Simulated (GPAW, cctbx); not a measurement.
# Bonding in GaCu2SnSe4 as X-rays see it

Question: by how much does bonding change the X-ray structure factors of GaCu2SnSe4, how firmly does DFT give the change, and what does a routine refinement make of it?

The cell comes from substitution in a known structure type and wasn't matched to any measured phase. All numbers below are calculated.

## 1. Find the equilibrium geometry

The density hangs on the geometry, so cell and atoms are relaxed first, with the symmetry held. The cutoff is set higher than for the density because stress converges slowly with plane waves.

Settings: GPAW 26.7.0, PBE, 570 eV, 3×3×3 k-points, Fermi–Dirac width 0.05 eV, BFGS to 0.03 eV/Å.

```text
cell
1.0
     5.731000000    0.000000000    0.000000000
     0.000000000    5.731000000    0.000000000
    -2.865500000   -2.865500000    5.795000000
Sn Se Ga Cu
1 4 1 2
Direct
0.500000000 0.500000000 0.000000000
0.896000000 0.365900000 0.262000000
0.366000000 0.896100000 0.262000000
0.103900000 0.104000000 0.738000000
0.634100000 0.634000000 0.738000000
0.250000000 0.750000000 0.500000000
0.000000000 0.000000000 0.000000000
0.750000000 0.250000000 0.500000000
```

```console
$ OMP_NUM_THREADS=1 mpirun -n 4 gpaw python run.py > gpaw.log
```

```text
BFGS:    0      -30.836263        0.766308
BFGS:    1      -30.878679        0.673241
BFGS:    2      -31.048458        0.189842
BFGS:    3      -31.051585        0.161304
...
BFGS:    8      -31.066637        0.038429
BFGS:    9      -31.066744        0.030851
BFGS:   10      -31.066848        0.022740
cell  5.8225 5.8225 7.1826  113.91 113.91 90.00
volume 199.526 A^3, largest force 0.017 eV/A, largest stress 0.08 GPa
```

After 10 steps the volume has changed by +4.8 % and the energy by -0.231 eV; the largest stress left is 0.08 GPa. It took 2.3 min on 4 cores of Arm Neoverse V1 (shared host), peak memory 1.2 GiB.

Relaxed structure: I-4 (no. 82), a = 5.8225 Å, b = 5.8225 Å, c = 11.7711 Å, α = 90.00°, β = 90.00°, γ = 90.00°.

| atom | mult. | x | y | z |
| --- | --- | --- | --- | --- |
| Sn1 | 2 | 1/2 | 1/2 | 0 |
| Se1 | 8 | 0.7773 | 0.7735 | 0.1339 |
| Ga1 | 2 | 1/2 | 0 | 1/4 |
| Cu1 | 2 | 0 | 0 | 0 |
| Cu2 | 2 | 0 | 1/2 | 1/4 |

## 2. Density and charge transfer

X-rays see the whole electron density, so the PAW density is rebuilt with its core regions. Subtracting spherical free atoms from the same code cancels the cores and leaves the deformation density Δρ, the part due to bonding.

Settings: PBE, 450 eV, 4×4×4 k-points, Fermi–Dirac width 0.05 eV; primitive cell of 8 atoms.

```console
$ OMP_NUM_THREADS=1 mpirun -n 4 gpaw python run.py > gpaw.log
```

```text
|iter:   1|       0s |  -32.538633 | +0.17 |       |
|iter:   2|       2s |  -31.746445 | -1.51 | -1.11 |
|iter:   3|       4s |  -30.963984 | -1.30 | -1.20 |
...
|iter:  10|      18s |  -30.857119c| -6.57 | -3.69 |
|iter:  11|      20s |  -30.857121c| -7.25 | -4.10c|
|iter:  12|      22s |  -30.857121c| -8.03c| -4.70c|
```

```text
gpts.py:43: UserWarning: Initial realspace grid (30,30,36) inconsistent with symmetries.
gpts.py:43: UserWarning: Initial realspace grid (30,30,36) inconsistent with symmetries.
gpts.py:43: UserWarning: Initial realspace grid (30,30,36) inconsistent with symmetries.
gpts.py:43: UserWarning: Initial realspace grid (30,30,36) inconsistent with symmetries.
gpts.py:70: UserWarning: Using symmetrized grid: (36,36,36).
gpts.py:70: UserWarning: Using symmetrized grid: (36,36,36).
gpts.py:70: UserWarning: Using symmetrized grid: (36,36,36).
gpts.py:70: UserWarning: Using symmetrized grid: (36,36,36).
grid (72, 72, 72)  electrons 275.000  moved by bonding 1.517 e
deformation density beyond 0.5 A of the nuclei: max 0.109, min -0.119 e/A^3
atom        x       y       z   Voronoi charge  moment
Sn1    0.5000  0.5000  0.0000      0.293       0.00
Se2    0.9112  0.9075  0.2678     -0.160       0.00
Se3    0.3566  0.3604  0.2678     -0.160       0.00
Se4    0.6396  0.0888  0.7322     -0.160       0.00
Se5    0.0925  0.6434  0.7322     -0.160       0.00
Ga6    0.7500  0.2500  0.5000      0.198       0.00
Cu7    0.0000  0.0000  0.0000      0.070       0.00
Cu8    0.2500  0.7500  0.5000      0.080       0.00
mean inner potential of superposed free atoms 13.931 V
total magnetic moment 0.000 muB
```

Deformation density in a plane through the shortest contact of the Se atom at the origin, in 0.01 e/Å³ (clipped at ±99); x from -1.6 to 4.0 Å, y from 2.4 down to -2.4 Å:

```text
 -8   .   .  -5   0   0   0  -1  -1  -1  -1  -1  -1  -1  -1  -1
 -9   .   .  -5   0   0   0  -1  -1  -1  -1  -1  -1  -1  -1  -1
 -3  -7  -8  -2   2   1   0   0   0   0   0   0   0   0  -1  -1
  0   1   3   6   6   2   0   0   0   0   0   0   0   0   0   0
  1   3   7   9   6   1   0   2   1   0  -1  -3  -1   0   0   0
  0   1   3   2   .  -1   2   6   3  -4 -12   .  -5   0   0   0
  0   0  -1  -2   .   .   5  10   4  -9   .   . -14  -1   0   0
  0   0   0  -4   .  -2   4   7   4  -5  -8   .  -9  -1   1   0
  0   1   2   1  -1  -1   2   3   2   0  -2  -3   1   4   3   1
 -1   0   2   2   1   0   0   1   1   0   1   4   8   8   4   1
 -1  -1   0   0   0   0   0   0   0   0   1   3   6   5   0   0
 -1  -1  -1  -1  -1  -1  -1  -1  -1  -1  -1  -1  -1   .   .  -1
 -1  -1  -1  -1  -1  -1  -1  -1  -1  -1  -1  -1  -2  -3  -4  -1
```

Atoms in or within 0.15 Å of the plane: Se (0.0, 0.0), Cu (2.4, 0.0), Cu (-1.1, 2.2) Å. Dots mark points within about 0.45 Å of a nucleus; large values next to them are atomic features.

Se gains most (-0.16 e) and Sn loses most (+0.29 e), in averages over each element's sites; Se is the most electronegative element, but the order of the others doesn't follow electronegativity. Such charges fall far short of formal ones, since overlapping free atoms already put density on their neighbours. Along the shortest contact from the Se atom at the map's origin, Se–Cu at 2.43 Å, Δρ is +0.08 e/Å³ at the midpoint and highest, +0.10, 0.98 Å from Se (points within 0.5 Å of a nucleus left out): a modest build-up. At the midpoints of other shortest contacts it is +0.10 (Se–Ga, 2.49 Å) and +0.07 (Sn–Se, 2.76 Å) e/Å³. Point values carry grid noise of about 0.01 e/Å³. The run needed 12 iterations, 33 s.

## 3. From the density to structure factors

The Fourier components of Δρ, added to those of the free atoms, give the static X-ray structure factors; the Mott–Bethe relation turns them into the Fourier components V of the potential that fast electrons feel.

```text
static structure factors of the conventional cell: F in electrons, V (Mott-Bethe) in volts
   h  k  l      d  |F| table  |F| free   |F| DFT   change   |V| free  |V| DFT  change %
   0  0  2  5.8856     7.333     7.365     7.176   -0.189     0.110    0.186     68.3
   0  1  1  5.2189    11.957    12.069    11.865   -0.205     0.387    0.450     16.4
   1  1  0  4.1171    40.546    40.541    40.618    0.077     0.840    0.825     -1.8
   1  1  2  3.3736   331.235   331.099   331.695    0.597     6.714    6.632     -1.2
   0  1  3  3.2538    65.965    66.218    66.296    0.078     1.375    1.366     -0.7
   0  0  4  2.9428    14.335    13.751    12.840   -0.911     0.097    0.006    -93.5
   0  2  0  2.9113    20.224    19.628    18.635   -0.993     0.023    0.119    427.5
   0  2  2  2.6095    54.302    54.351    54.446    0.096     0.977    0.969     -0.8
   1  2  1  2.5424    75.759    76.174    76.450    0.276     1.418    1.399     -1.4
   2  1  1  2.5424    74.285    74.399    74.280   -0.119     1.359    1.368      0.7
   1  1  4  2.3941    52.393    52.448    52.393   -0.056     0.934    0.938      0.4
   0  1  5  2.1826    48.490    48.821    49.124    0.303     0.795    0.778     -2.1
   1  2  3  2.1696    37.157    37.068    36.754   -0.314     0.633    0.652      3.0
   2  1  3  2.1696    38.527    38.755    38.846    0.090     0.666    0.663     -0.4
```

The largest X-ray change is -0.99 e on 020, 5.1 % of |F|. For electrons V goes as (Z − F)/g², so a change of F counts against Z − F, which is small at low angle and wherever the atoms' terms cancel: |V| of 002 moves by +68.3 % (0.11 to 0.19 V) against -2.6 % in |F|. The last three rows still change by up to 0.31 e; the table stops while the angles are still low. The tabulated Hartree–Fock atoms differ from the free DFT atoms by up to 0.60 e, so the choice of reference atom matters too.

## 4. The functional ladder

The same geometry is run with other functionals, to see whether the bonding signal is larger than the spread between approximations. Free atoms are LDA for LDA and PBE otherwise; meta-GGAs and hybrids keep PBE cores. Any other changed setting is in the row's label.

```
   run  ΔF 020 (e)  ΔF 004 (e)  ΔF 112 (e)  q(Se) (e)  moved (e)  time
   PBE      -0.993      -0.911      +0.597     -0.160      1.517  33 s
   LDA      -0.932      -0.846      +0.470     -0.144      1.448  30 s
r2SCAN      -1.034      -0.960      +0.679     -0.191      1.598  86 s
```

At the base's settings ΔF(020) spans -1.034 to -0.932 e, a spread of 10 % of the PBE value; over the three listed reflections the spread is at most 35 %, so the sign holds and the size hangs on the functional. Times are from shared hosts.

## 5. Refining ordinary atoms against data with bonding

Routine crystallography fits spherical atoms. To see the bias, intensities are simulated from tabulated atoms plus the DFT change ΔF, so that bonding alone can misfit (9126 reflections of the full sphere, merged to the counts below, to 0.45 Å, 1.5 % proportional noise plus counting noise, assumed isotropic U as listed, Δρ smeared by the mean U) and refined with cctbx over different ranges.

| range | data | R1 | GooF | U Sn1 (true 0.0038) | U Se1 (true 0.0044) | U Ga1 (true 0.0046) | U Cu1 (true 0.0047) | largest shift (Å) | Δρ max, min (e/Å³) |
| --- | --- | --- | --- | --- | --- | --- | --- | --- | --- |
| all data | 2288 | 0.0075 | 0.92 | 0.0038 | 0.0044 | 0.0046 | 0.0047 | 0.0001 | 0.36, -0.36 |
| low resolution, d > 0.84 | 354 | 0.0056 | 0.99 | 0.0038 | 0.0044 | 0.0045 | 0.0046 | 0.0002 | 0.17, -0.17 |
| high order, d < 0.75 | 1787 | 0.0085 | 0.91 | 0.0038 | 0.0044 | 0.0046 | 0.0047 | 0.0001 | 0.31, -0.31 |
| occupancies free, d > 0.7 | 619 | 0.0060 | 0.97 | 0.0038 | 0.0044 | 0.0046 | 0.0046 | 0.0001 | 0.20, -0.25 |

With all data GooF is 0.92, so at this noise the bonding hardly shows; the top residual peak, near noise level, lies 1.74 Å from Sn and 1.76 Å from Se. No U is off by more than 3 s.u. at low resolution. With Sn1 held at 1 and the scale free, the other occupancies refine to Se1 0.999(0.001), Ga1 1.002(0.002), Cu1 0.999(0.002) and Cu2 0.998(0.002), within three s.u. of full.

## 6. Answer

Bonding moves 1.52 e in the primitive cell of GaCu2SnSe4 and changes the structure factors of the conventional cell in the table above by at most 0.99 e (020, 5.1 %), and among reflections above 2 % of the strongest by up to 6.6 % (004). The shortest bond, Se–Cu, has Δρ = +0.08 e/Å³ at its midpoint. At the base's settings ΔF(020) spans -1.034 to -0.932 e, a spread of 10 % of the PBE value; over the three listed reflections the spread is at most 35 %, so the sign holds and the size hangs on the functional. With all data GooF is 0.92, so at this noise the bonding hardly shows. Limits: static density, frozen cores, no spin–orbit coupling.

[Outputs are excerpts: Python notices, other lines and further rows are left out; steps that failed or that the build refused (PBEsol, TPSS) are not shown.]

[Logs are printed without paths, hosts, clocks, repeated set-up lines and the standing remarks that a program may print on its own settings, such as how far it seeks lower states.]
